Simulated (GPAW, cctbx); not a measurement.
## By hand: from a DFT structure factor to an extinction distance in Cd4Te3S

Cd4Te3S, P-43m (no. 215), a = 6.4294 Å, b = 6.4294 Å, c = 6.4294 Å, α = 90.00°, β = 90.00°, γ = 90.00°.

| atom | mult. | x | y | z |
| --- | --- | --- | --- | --- |
| Te1 | 3 | 0 | 0 | 1/2 |
| Cd1 | 4 | 0.2643 | 0.2643 | 0.7357 |
| S1 | 1 | 1/2 | 1/2 | 1/2 |

The cell is our own: ordered zincblende alloy in the eight-atom cube, 3 of 4 S sites given to Te.

A DFT run (GPAW, PBE, 600 eV, 4×4×4 k-points, Fermi–Dirac width 0.02 eV) gives the static X-ray structure factor of 021 as 45.559 e for the conventional cell; superposed free atoms give 45.703 e. **Problem.** Find the Fourier component V of the crystal potential and the two-beam extinction distance at 80 kV in both cases.

### 1. Geometry

The cell volume is Ω = 265.78 Å³ and d(021) = 2.8753 Å, so g = 1/d = 0.3478 Å⁻¹.

### 2. The nuclei

Electrons feel nuclei as well as electrons, so the nuclear charges are summed with the same phases.

Phase sums Σ exp(2πi h·x), turned so that the total is real and positive: Te +1.000, Cd +0.352, S -1.000. Then F_Z = 52 × (+1.000) + 48 × (+0.352) + 16 × (-1.000) = 52.91 e. The electron term has the same sign for this reflection.

### 3. Mott–Bethe

Poisson's equation, term by term, gives V = (e/4πε₀)(F_Z − F)/(πΩg²), with e/4πε₀ = 14.3996 V Å.

The prefactor is 14.3996 × 2.8753²/(π × 265.78) = 0.14258 V per electron. Free atoms: (52.91 − 45.703) × 0.14258 = 1.028 V. Crystal: (52.91 − 45.559) × 0.14258 = 1.049 V. F changes by -0.32 % and V by +2.0 %: the same 0.14 e is measured against F_Z − F = 7.2 e in place of F = 45.7 e.

### 4. Extinction distance

In the two-beam case ξ = 1/(λU) with U = 2γm₀eV/h², that is ξ = 150.41 V Å²/(γλV).

At 80 kV, λ = 0.04176 Å and γ = 1.1566. Free atoms: ξ = 3029 Å. Crystal: ξ = 2970 Å. The thickness fringes go as sin²(πt/ξ), so the two patterns slip by a quarter of a period when t|1/ξ₁ − 1/ξ₀| = 1/4, at t ≈ 3792 nm, thicker than usual samples. Thermal motion, absorption and many-beam coupling, left out here, change a real pattern.

### 5. Answer

V(021) is 1.05 V against 1.03 V, and ξ is 2970 against 3029 Å. Limits: static atoms, two beams.
